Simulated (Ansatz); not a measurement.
# A hypothetical structure for Sc3VN

This structure for Sc3VN is made up. Its elements were placed in a known structure type with a cell scaled to their sizes. What cell does the guess relax to, and how far off was it?

Calculated with Ansatz 0.2.0; DFT, PBEsol, plane-wave PAW, files of the set soft_1, scalar-relativistic, ferromagnetic start, cell and ions relaxed at zero pressure; PAW set soft_1.

### Step 1. Set-up

It takes space group Pm-3m (No. 221, cubic). The conventional cell has a = 4.337 Å, b = 4.337 Å, c = 4.337 Å, α = 90.00°, β = 90.00°, γ = 90.00°. Nearest to V lie 12 Sc at 3.07 Å. Nearest to Sc lie 2 N at 2.17 Å. Nearest to N lie 6 Sc at 2.17 Å. Farther neighbours and most contacts between anions are not listed.

### Step 2. Relaxing cell and atoms

The guessed cell has no reason to be at equilibrium. It is relaxed with the atoms, within the space group of the guess.

input.yaml reads:

```yaml
crystal:
  lattice:
    - [4.337, 0.0, 0.0]
    - [0.0, 4.337, 0.0]
    - [0.0, 0.0, 4.337]
  atoms:
    - { symbol: V, position: [0.0, 0.0, 0.0], spin: 2.0 }
    - { symbol: Sc, position: [0.5, 0.5, 0.0] }
    - { symbol: Sc, position: [0.5, 0.0, 0.5] }
    - { symbol: Sc, position: [0.0, 0.5, 0.5] }
    - { symbol: "N", position: [0.5, 0.5, 0.5] }
magnetization:
  spin_polarized: true
kpoints:
  mp_grid: { grid: [6, 6, 6] }
scf:
  occupations: { method: fermi_dirac, width: 0.05 }
hamiltonian:
  xc: pbesol
  pseudopotentials: { kind: paw, azcp: { folder: soft_1 }, xc_functional: pbe }
relax:
  f_tol: 0.015
  max_steps: 70
  cell: {}
output:
  forces: true
  stress: true
```

Started as:

```
$ ansatz run input.yaml --threads 4 --pin off --max-ram 8192MiB --backend cpu --events-out ev --progress --plain --runs-dir out
```

Numbers of over 12 decimals in the logs are rounded to 6 here.

Log:

```text
Engine: ansatz 0.2.0, aarch64-unknown-linux-gnu
Pseudopotentials: kind: paw
Pseudopotential: V, paw, valence charge 13, recommended cutoff 420 eV (normal), soft_1/V.paw.azcp
Pseudopotential: Sc, paw, valence charge 11, recommended cutoff 420 eV (normal), soft_1/Sc.paw.azcp
Pseudopotential: N, paw, valence charge 5, recommended cutoff 420 eV (normal), soft_1/N.paw.azcp
Functional definition: PBEsol
  exchange = pbesol_x
  correlation = pbesol_c
Crystal: 5 atoms, lattice volume = 81.577 Å³
Basis set: ecut = 420 eV, 1575 PW (Γ), exchange–correlation on 60×60×60 points (8 copies of the dense FFT grid, shifted against one another)
Bands: 32, of which v1, the nominal top of the filled ones, is band 26 counted from 1 (25 counted from 0)
Symmetry: 48 space group operations
Space group: Pm-3m (ITA 221), of the structure as read, at distance tolerance 4.3e-5 Å
Magnetic group: BNS 221.92 (UNI 1594), of the structure as read, at distance tolerance 4.3e-5 Å
k-points: 20 of 216
Non-local potential: V, projectors of the file, l = 0: 3, l = 1: 2, l = 2: 3, l = 3: 1
Non-local potential: Sc, projectors of the file, l = 0: 3, l = 1: 2, l = 2: 3, l = 3: 1
Non-local potential: N, projectors of the file, l = 0: 2, l = 1: 2, l = 2: 1
PAW form: soft (Blöchl's): semilocal exchange-correlation on the pseudo side does not see the compensation charge
PAW frozen core: V, regenerated for the run's functional, and the local potential with it (the file was generated under x = pbe(κ = 0.804, μ = 0.219515), c = pbe(β = 0.066725))
PAW frozen core: Sc, regenerated for the run's functional, and the local potential with it (the file was generated under x = pbe(κ = 0.804, μ = 0.219515), c = pbe(β = 0.066725))
PAW frozen core: N, regenerated for the run's functional, and the local potential with it (the file was generated under x = pbe(κ = 0.804, μ = 0.219515), c = pbe(β = 0.066725))
PAW one-centre angular grid: V, 590 points (default); XC on 64 Gauss nodes
PAW one-centre angular grid: Sc, 590 points (default); XC on 64 Gauss nodes
PAW one-centre angular grid: N, 110 points (default); XC on 64 Gauss nodes
Initial density: superposition of atomic densities (chi_scale 0.1, normalization cell, long waves kept (reshape's long-wave potential 0.01 eV rms))
Starting moments: Σ|m| = 2 μB on 1 of 5 sites
Initial wavefunctions: pseudopotential atomic-orbital guess
Functional: x = pbesol(κ = 0.804, μ = 0.123457), c = pbesol(β = 0.046)
iter 1 solved again at ethr=2.84e-3 eV; its pass at ethr=3.10e-3 eV (dr2=1.45e0 eV) is discarded
SCF iter   1: F=—  HF=-9601.013087 eV  |F-HF|=—  |Δ(HF+E_count)|=         —  Δρ=2.79e-2 (↑2.79e-2 ↓1.40e-2)  dr2=1.45e0  dr2_m=7.76e-2  M=2.311 μB ∫|m|=2.331 μB  β_m=0.30  ethr=2.84e-3  ⟨swp⟩=1.0  Hψ=5682  notcnv=0
Mixer restart at iter 1: flushing history
preconditioner: auto → Kerker (q_TF=auto, 2.523 Å⁻¹)  [metal: Δε(μ)=0.049 eV  Ē_g=4.916 eV  σ=0.050 eV  W_gap=0.24  n_scr=26 (ndim 8)  ℏωp=17.9 eV  f_vac=0.000  D(μ)=4.27/eV (n_scr^D=32)]
spin=Collinear: Kerker preconditioning applied to the charge; magnetization (m = ρ↑ − ρ↓) channel mixes plain (no charge-response kernel on spin).
SCF iter   2: F=—  HF=-9600.553052 eV  |F-HF|=—  |Δ(HF+E_count)|=   4.60e-1  Δρ=1.39e-2 (↑1.39e-2 ↓9.61e-3)  dr2=2.61e-1  dr2_m=3.03e-2  M=2.376 μB ∫|m|=2.399 μB  β_m=0.39  ethr=2.84e-3  ⟨swp⟩=2.1  Hψ=1761  notcnv=0
SCF iter   3: F=—  HF=-9600.561643 eV  |F-HF|=—  |Δ(HF+E_count)|=         —  Δρ=1.39e-2 (↑1.39e-2 ↓7.03e-3)  dr2=1.73e-1  dr2_m=4.91e-2  M=2.566 μB ∫|m|=2.637 μB  β_m=0.39  ethr=5.12e-4  ⟨swp⟩=2.2  Hψ=1927  notcnv=0  defer=8
Mixer restart at iter 3: flushing history
SCF iter   4: F=—  HF=-9600.681851 eV  |F-HF|=—  |Δ(HF+E_count)|=   1.20e-1  Δρ=8.89e-3 (↑8.89e-3 ↓4.60e-3)  dr2=1.01e-1  dr2_m=1.81e-2  M=2.582 μB ∫|m|=2.669 μB  β_m=0.69  ethr=3.39e-4  ⟨swp⟩=2.3  Hψ=1764  notcnv=0  defer=8
SCF iter   5: F=—  HF=-9600.769627 eV  |F-HF|=—  |Δ(HF+E_count)|=   8.78e-2  Δρ=2.04e-3 (↑2.04e-3 ↓1.05e-3)  dr2=1.40e-2  dr2_m=6.29e-4  M=2.647 μB ∫|m|=2.776 μB  β_m=0.85  ethr=1.99e-4  ⟨swp⟩=2.8  Hψ=1936  notcnv=0  defer=8
SCF iter   6: F=—  HF=-9600.760593 eV  |F-HF|=—  |Δ(HF+E_count)|=   9.03e-3  Δρ=3.44e-3 (↑3.44e-3 ↓7.63e-4)  dr2=1.69e-2  dr2_m=1.54e-3  M=2.658 μB ∫|m|=2.788 μB  β_m=0.75  ethr=2.74e-5  ⟨swp⟩=2.1  Hψ=1974  notcnv=0  defer=8
SCF iter   7: F=—  HF=-9600.767301 eV  |F-HF|=—  |Δ(HF+E_count)|=   6.71e-3  Δρ=1.01e-3 (↑1.01e-3 ↓2.13e-4)  dr2=1.43e-3  dr2_m=1.50e-4  M=2.673 μB ∫|m|=2.798 μB  β_m=0.87  ethr=2.74e-5  ⟨swp⟩=2.0  Hψ=1808  notcnv=0  defer=8
SCF iter   8: F=—  HF=-9600.767939 eV  |F-HF|=—  |Δ(HF+E_count)|=   6.38e-4  Δρ=4.67e-4 (↑4.67e-4 ↓1.35e-4)  dr2=3.51e-4  dr2_m=2.77e-5  M=2.684 μB ∫|m|=2.803 μB  β_m=0.94  ethr=2.80e-6  ⟨swp⟩=2.0  Hψ=1496  notcnv=0  defer=8
SCF iter   9: F=—  HF=-9600.768052 eV  |F-HF|=—  |Δ(HF+E_count)|=   1.13e-4  Δρ=8.84e-5 (↑8.84e-5 ↓6.27e-5)  dr2=1.52e-5  dr2_m=1.89e-6  M=2.695 μB ∫|m|=2.810 μB  β_m=0.88  ethr=6.89e-7  ⟨swp⟩=2.0  Hψ=1616  notcnv=0  defer=8
SCF iter  10: F=—  HF=-9600.768058 eV  |F-HF|=—  |Δ(HF+E_count)|=   5.52e-6  Δρ=4.86e-5 (↑4.86e-5 ↓4.41e-5)  dr2=1.94e-6  dr2_m=1.07e-6  M=2.698 μB ∫|m|=2.812 μB  β_m=0.94  ethr=2.98e-8  ⟨swp⟩=2.0  Hψ=1699  notcnv=0  defer=8
SCF iter  11: F=—  HF=-9600.768059 eV  |F-HF|=—  |Δ(HF+E_count)|=   1.31e-6  Δρ=1.87e-5 (↑1.87e-5 ↓1.55e-5)  dr2=7.20e-8  dr2_m=1.92e-7  M=2.701 μB ∫|m|=2.813 μB  β_m=0.97  ethr=3.81e-9  ⟨swp⟩=2.5  Hψ=2043  notcnv=0  defer=8
SCF iter  12: F=—  HF=-9600.768060 eV  |F-HF|=—  |Δ(HF+E_count)|=   4.16e-7  Δρ=8.35e-6 (↑8.35e-6 ↓4.44e-6)  dr2=9.15e-8  dr2_m=1.64e-8  M=2.703 μB ∫|m|=2.814 μB  β_m=0.88  ethr=1.41e-10  ⟨swp⟩=2.1  Hψ=2376  notcnv=0  defer=8
SCF iter  13: F=—  HF=-9600.768060 eV  |F-HF|=—  |Δ(HF+E_count)|=   2.51e-8  Δρ=2.17e-6 (↑2.17e-6 ↓1.89e-6)  dr2=3.55e-9  dr2_m=2.58e-9  M=2.703 μB ∫|m|=2.814 μB  β_m=0.94  ethr=1.41e-10  ⟨swp⟩=2.0  Hψ=2181  notcnv=0  defer=8
SCF iter  14: F=-9600.768060 eV  HF=-9600.768060 eV  |F-HF|=5.36e-9  |Δ(HF+E_count)|=   8.10e-9  Δρ=1.75e-6 (↑1.75e-6 ↓7.48e-7)  dr2=6.35e-9  dr2_m=4.59e-10  M=2.703 μB ∫|m|=2.814 μB  ethr=6.95e-12  ⟨swp⟩=1.0  Hψ=3341  notcnv=0
SCF 1 converged in 14 iterations: F = -9600.768060 eV  dr2 = 6.35e-9
  greatest PAW one-centre occupation: 1.000 electrons in one spin orbital (limit 2), on the V atom at site 0 (counted from 0), in its partial waves of l = 0
[...]
SCF iter   3: F=—  HF=-9600.809862 eV  |F-HF|=—  |Δ(HF+E_count)|=   1.08e-6  Δρ=1.31e-4 (↑1.17e-4 ↓1.31e-4)  dr2=7.26e-6  dr2_m=9.93e-6  M=2.904 μB ∫|m|=2.992 μB  β_m=0.56  ethr=2.57e-7  ⟨swp⟩=2.0  Hψ=1652  notcnv=0
SCF iter   4: F=—  HF=-9600.809888 eV  |F-HF|=—  |Δ(HF+E_count)|=   2.55e-5  Δρ=5.32e-5 (↑3.50e-5 ↓5.32e-5)  dr2=1.61e-6  dr2_m=1.18e-6  M=2.903 μB ∫|m|=2.991 μB  β_m=0.65  ethr=1.42e-8  ⟨swp⟩=2.0  Hψ=2180  notcnv=0
SCF iter   5: F=—  HF=-9600.809905 eV  |F-HF|=—  |Δ(HF+E_count)|=   1.68e-5  Δρ=3.29e-5 (↑3.29e-5 ↓2.12e-5)  dr2=4.20e-6  dr2_m=1.11e-7  M=2.902 μB ∫|m|=2.991 μB  β_m=0.83  ethr=3.16e-9  ⟨swp⟩=2.0  Hψ=1764  notcnv=0
SCF iter   6: F=—  HF=-9600.809921 eV  |F-HF|=—  |Δ(HF+E_count)|=   1.60e-5  Δρ=2.20e-5 (↑2.20e-5 ↓9.82e-6)  dr2=4.58e-7  dr2_m=9.79e-8  M=2.901 μB ∫|m|=2.991 μB  β_m=0.82  ethr=3.16e-9  ⟨swp⟩=2.6  Hψ=2436  notcnv=0
SCF iter   7: F=—  HF=-9600.809922 eV  |F-HF|=—  |Δ(HF+E_count)|=   9.60e-7  Δρ=1.81e-5 (↑1.81e-5 ↓6.40e-6)  dr2=5.25e-7  dr2_m=4.47e-8  M=2.901 μB ∫|m|=2.991 μB  β_m=0.86  ethr=8.98e-10  ⟨swp⟩=2.4  Hψ=2250  notcnv=0
SCF iter   8: F=-9600.809921 eV  HF=-9600.809921 eV  |F-HF|=8.57e-9  |Δ(HF+E_count)|=   2.79e-8  Δρ=3.17e-6 (↑3.17e-6 ↓1.82e-6)  dr2=1.53e-8  dr2_m=3.47e-9  M=2.900 μB ∫|m|=2.991 μB  ethr=8.98e-10  ⟨swp⟩=2.0  Hψ=3746  notcnv=0
SCF 3 converged in 8 iterations: F = -9600.809921 eV  dr2 = 1.53e-8
relax step   3: F+E_penalty+E_count = -9600.80992149 eV  Δ(F+E_penalty+E_count) = -1.660e-3 eV  max|allowed force component| = 6.311e-30 eV/Å  Δτ_max = 0.0000 Å  P = -0.035 GPa  Ω = 84.845 Å³  energy of the carried Pulay correction = -1.513e-3 eV  (8 SCF iters, dr2 threshold 5.00e-7 eV, accepted)
Initial wavefunctions: pseudopotential atomic-orbital guess (no wavefunctions were taken with the density)
iter 1 solved again at ethr=1.35e-7 eV; its pass at ethr=3.10e-3 eV (dr2=6.90e-5 eV) is discarded
SCF iter   1: F=—  HF=-9600.811660 eV  |F-HF|=—  |Δ(HF+E_count)|=         —  Δρ=2.34e-4 (↑2.34e-4 ↓1.61e-4)  dr2=3.65e-6  dr2_m=1.17e-6  M=2.901 μB ∫|m|=2.991 μB  β_m=0.65  ethr=1.35e-7  ⟨swp⟩=3.1  Hψ=7204  notcnv=0
preconditioner: auto → Kerker (q_TF=auto, 2.063 Å⁻¹)  [metal: Δε(μ)=0.006 eV  Ē_g=4.694 eV  σ=0.050 eV  W_gap=0.03  n_scr=18 (ndim 8)  ℏωp=17.6 eV  f_vac=0.000  D(μ)=5.70/eV (n_scr^D=56)]
spin=Collinear: Kerker preconditioning applied to the charge; magnetization (m = ρ↑ − ρ↓) channel mixes plain (no charge-response kernel on spin).
SCF iter   2: F=—  HF=-9600.811708 eV  |F-HF|=—  |Δ(HF+E_count)|=   4.80e-5  Δρ=8.38e-5 (↑8.38e-5 ↓5.87e-5)  dr2=9.47e-7  dr2_m=1.44e-7  M=2.900 μB ∫|m|=2.991 μB  β_m=0.59  ethr=7.16e-9  ⟨swp⟩=2.0  Hψ=1520  notcnv=0
SCF iter   3: F=—  HF=-9600.811714 eV  |F-HF|=—  |Δ(HF+E_count)|=   5.58e-6  Δρ=3.05e-5 (↑3.05e-5 ↓2.14e-5)  dr2=1.39e-7  dr2_m=1.88e-8  M=2.900 μB ∫|m|=2.991 μB  β_m=0.61  ethr=1.86e-9  ⟨swp⟩=2.0  Hψ=1600  notcnv=0
SCF iter   4: F=—  HF=-9600.811715 eV  |F-HF|=—  |Δ(HF+E_count)|=   8.12e-7  Δρ=1.62e-6 (↑1.62e-6 ↓1.01e-6)  dr2=2.74e-9  dr2_m=8.05e-10  M=2.900 μB ∫|m|=2.991 μB  β_m=0.80  ethr=2.73e-10  ⟨swp⟩=2.0  Hψ=1561  notcnv=0
SCF iter   5: F=—  HF=-9600.811700 eV  |F-HF|=—  |Δ(HF+E_count)|=   1.43e-5  Δρ=1.38e-6 (↑1.38e-6 ↓7.14e-7)  dr2=1.65e-9  dr2_m=6.78e-10  M=2.900 μB ∫|m|=2.991 μB  β_m=0.90  ethr=5.36e-12  ⟨swp⟩=2.0  Hψ=2371  notcnv=0
SCF iter   6: F=—  HF=-9600.811700 eV  |F-HF|=—  |Δ(HF+E_count)|=   5.62e-9  Δρ=7.11e-7 (↑7.11e-7 ↓3.33e-7)  dr2=1.01e-9  dr2_m=9.31e-11  M=2.900 μB ∫|m|=2.991 μB  β_m=0.94  ethr=3.24e-12  ⟨swp⟩=2.1  Hψ=1685  notcnv=0
SCF iter   7: F=—  HF=-9600.811700 eV  |F-HF|=—  |Δ(HF+E_count)|=  6.04e-10  Δρ=9.07e-7 (↑9.07e-7 ↓2.96e-7)  dr2=5.05e-10  dr2_m=2.31e-10  M=2.900 μB ∫|m|=2.991 μB  β_m=0.80  ethr=1.98e-12  ⟨swp⟩=2.6  Hψ=2433  notcnv=0
SCF iter   8: F=—  HF=-9600.811700 eV  |F-HF|=—  |Δ(HF+E_count)|=  4.18e-10  Δρ=3.10e-7 (↑3.10e-7 ↓1.36e-7)  dr2=5.20e-11  dr2_m=3.00e-11  M=2.900 μB ∫|m|=2.991 μB  β_m=0.90  ethr=1.00e-12  ⟨swp⟩=2.0  Hψ=2200  notcnv=0
SCF iter   9: F=—  HF=-9600.811700 eV  |F-HF|=—  |Δ(HF+E_count)|=  3.27e-11  Δρ=1.30e-7 (↑1.30e-7 ↓4.90e-8)  dr2=1.14e-11  dr2_m=5.26e-12  M=2.900 μB ∫|m|=2.991 μB  β_m=0.95  ethr=1.00e-12  ⟨swp⟩=1.4  Hψ=1310  notcnv=0
SCF iter  10: F=—  HF=-9600.811700 eV  |F-HF|=—  |Δ(HF+E_count)|=  1.82e-11  Δρ=4.37e-8 (↑4.37e-8 ↓8.69e-9)  dr2=3.03e-12  dr2_m=3.47e-13  M=2.900 μB ∫|m|=2.990 μB  β_m=0.98  ethr=1.00e-12  ⟨swp⟩=1.2  Hψ=1289  notcnv=0
SCF iter  11: F=-9600.811700 eV  HF=-9600.811700 eV  |F-HF|=5.46e-12  |Δ(HF+E_count)|=  3.64e-12  Δρ=5.63e-8 (↑5.63e-8 ↓2.00e-8)  dr2=8.89e-12  dr2_m=2.75e-13  M=2.900 μB ∫|m|=2.990 μB  ethr=1.00e-12  ⟨swp⟩=2.0  Hψ=3016  notcnv=0
SCF 4 converged in 11 iterations: F = -9600.811700 eV  dr2 = 8.89e-12
relax step   4: F+E_penalty+E_count = -9600.81170045 eV  Δ(F+E_penalty+E_count) = -1.779e-3 eV  max|allowed force component| = 4.944e-30 eV/Å  Δτ_max = 0.0000 Å  P = -0.002 GPa  Ω = 84.845 Å³  stress off target by 1.79e-3 GPa  SCF on the basis re-selected at this cell (its energy is not comparable with the rows above)  (11 SCF iters)
basis re-selected at this cell: Δ(F+E_penalty+E_count) = -1.779e-3 eV, ΔP = +0.033 GPa vs the last step (what re-selecting the basis moved, of the pressure what is left beyond the Pulay correction that the steps carried, after the strain that the cell walked since its last selection, with what the two solves' SCF thresholds leave and, on support functions, any second-order correction that the steps lacked; it is no m [...]
SCF converged after 11 iterations
Magnetization: 2.9002 μB (26.9501 up, 24.0499 down)
Absolute magnetization: 3.0132 μB (∫|ρ↑−ρ↓|, with the PAW one-centre terms)
Spin contamination: 0.2113 ħ² per cell (⟨S²⟩ above its minimum at these occupations)
Per-site moments (μB) at R_I (Å): [(2.304638, 1.281696), (0.00950852, 0.906296), (0.00950852, 0.906296), (0.00950852, 0.906296), (0.028216, 0.906296)]
Free energy (F): -9600.811700 eV
Harris-Foulkes:  -9600.811700 eV  (|F-HF|=5.46e-12)
Internal energy: -9600.766421 eV  (E = F + TS)
E sigma→0 (E₀):  -9600.789061 eV
Entropy (-TS):   -0.045279 eV (-9.056 meV/atom)
Fermi energy:    11.458552 eV
--- Per-component energies (eV) ---
  E_band       = -620.667113
  E_kinetic    = 1047.813813
  E_local      = -3712.251032  (includes V_loc(G=0)·N_el)
  E_nonlocal   = 549.379250
  E_hartree    = 1389.385002
  E_xc         = -428.612960
  E_vxc        = -535.647666  (∫ρ·V_xc dr)
  E_paw        = -4123.055570  (= ΣΔE_a)
  E_vpaw       = -748.733431  (= ΣTr[D̂ρ^β])
  E_aug_tail   = 0.002025  (compensation charges beyond the density's cutoff)
  E_ewald      = -4323.991803
  E_core_change = 0.564854  (= ΣΔE_core)
  E_smearing   = -0.045279  (= −TS)
  E_closure    = -0.000000  (closes the sum)
  Σ components = -9600.811700   (vs F -9600.811700, Δ=0.00e0)
--- Forces (eV/Å), atoms counted from 1 ---
  atom   1  V      0.00000000    -0.00000000    -0.00000000
  atom   2  Sc    -0.00000000    -0.00000000    -0.00000000
  atom   3  Sc     0.00000000     0.00000000    -0.00000000
  atom   4  Sc     0.00000000     0.00000000    -0.00000000
  atom   5  N     -0.00000000     0.00000000     0.00000000
  max |Σ_I F_I| component: 1.21e-29 eV/Å
--- Stress (GPa, compression-positive) ---
       -0.001795       0.000000      -0.000000
       -0.000000      -0.001795      -0.000000
       -0.000000      -0.000000      -0.001795
  P = ⅓ Tr σ = -0.0018 GPa (-0.018 kbar)
--- Relaxed structure (3 steps of the walk, 3 accepted, 1 SCFs on fresh bases) ---
  F+E_penalty+E_count = -9600.81170045 eV   max|allowed force component| = 4.944e-30 eV/Å   (the final SCF, on the basis selected at the relaxed cell)
  cell:  # Å, volume = 84.8454 Å³
    - [4.394162, 0, 0]
    - [0, 4.394162, 0.0]
    - [0, 0.0, 4.394162]
  atoms:
    - { symbol: V, position: [0, 0, 0] }
    - { symbol: Sc, position: [0.5, 0.5, 0] }
    - { symbol: Sc, position: [0.5, 0, 0.5] }
    - { symbol: Sc, position: [0, 0.5, 0.5] }
    - { symbol: N, position: [0.5, 0.5, 0.5] }
```

Wall time 10 s (4 threads of Arm Neoverse V1, shared host); peak memory 0.47 GiB.

Step by step:

| step | energy less that of the first step (eV) | largest force component (eV/Å) | pressure (GPa) | volume (Å³) |
| --- | --- | --- | --- | --- |
| 1 | 0.0000 | 0.0000 | 4.42 | 81.58 |
| 2 | -0.0402 | 0.0000 | -0.74 | 85.42 |
| 3 | -0.0419 | 0.0000 | -0.04 | 84.85 |
| 4* | -0.0436 | 0.0000 | 0.00 | 84.85 |

Relaxation steps marked * repeat the geometry before them on a plane-wave basis chosen anew for their cell, so energy and pressure can jump there.

Forces are held to the 48 operations that the run works with; a distortion that breaks them can't arise in this run.

| conventional cell, symmetrised | before | after | change |
| --- | --- | --- | --- |
| a (Å) | 4.337 | 4.394 | +1.3 % |
| b (Å) | 4.337 | 4.394 | +1.3 % |
| c (Å) | 4.337 | 4.394 | +1.3 % |
| volume (Å³/atom) | 16.32 | 16.97 | +4.0 % |

The relaxed structure:

```xyz
5
Lattice="4.3942 0.0000 0.0000 0.0000 4.3942 0.0000 0.0000 0.0000 4.3942" Properties=species:S:1:pos:R:3 pbc="T T T"
V     0.0000    0.0000    0.0000
Sc    2.1971    2.1971    0.0000
Sc    2.1971    0.0000    2.1971
Sc    0.0000    2.1971    2.1971
N     2.1971    2.1971    2.1971
```

Numbers from this step:

```
free energy             : -9600.8117 eV
energy at zero smearing : -9600.7891 eV
smearing term TS        : 0.04528 eV
Fermi energy            : 11.46 eV
magnetization           : 2.900 μB
absolute magnetization  : 3.013 μB
site moments            : 2.305, 0.009509, 0.009509, 0.009509, 0.02822 μB
electrons               : 51
symmetry operations     : 48
pressure                : -0.001795 GPa
```

Site moment by atom:

| atom | site moment (μB) |
| --- | --- |
| V1 | 2.30 |
| Sc2 | 0.01 |
| Sc3 | 0.01 |
| Sc4 | 0.01 |
| N5 | 0.03 |

The shortest distance of each pair, which need not be the same contact before and after:

| pair | guess (Å) | relaxed (Å) |
| --- | --- | --- |
| N–Sc | 2.168 | 2.197 |
| Sc–V | 3.067 | 3.107 |
| Sc–Sc | 3.067 | 3.107 |
| N–V | 3.756 | 3.805 |
| V–V | 4.337 | 4.394 |

The relaxation ends with a pressure of 0.00 GPa.

### Step 3. Outcome

| Property | Result |
| --- | --- |
| space group, relaxed | Pm-3m |
| conventional cell | a = 4.394, b = 4.394, c = 4.394 Å; α = 90.0°, β = 90.0°, γ = 90.0° |
| volume per atom | 16.97 Å³ (guess 16.32) |
| total moment | 2.90 μB in the cell of 5 atoms |

In words: Sc3VN relaxes to Pm-3m with a = 4.394, b = 4.394 and c = 4.394 Å. The guessed volume was 4 % too small. The space group Pm-3m was held in the relaxation, so the end point is a stationary structure within it and may be a saddle against distortions or other arrangements. The input starts from parallel moments, and no other start was typed. Mesh and cutoff weren't tested. No dispersion term is used, so weakly bound directions may come out too long. Nothing here tests whether the compound is stable against decomposition.

[Logs are printed without paths, hosts, clocks, repeated set-up lines and the standing remarks that a program may print on its own settings, such as how far it seeks lower states.]

[Hosts, paths, dates, database ids (printed as entryN), source tags and the programs' standing remarks are cut or masked in the printed files.]
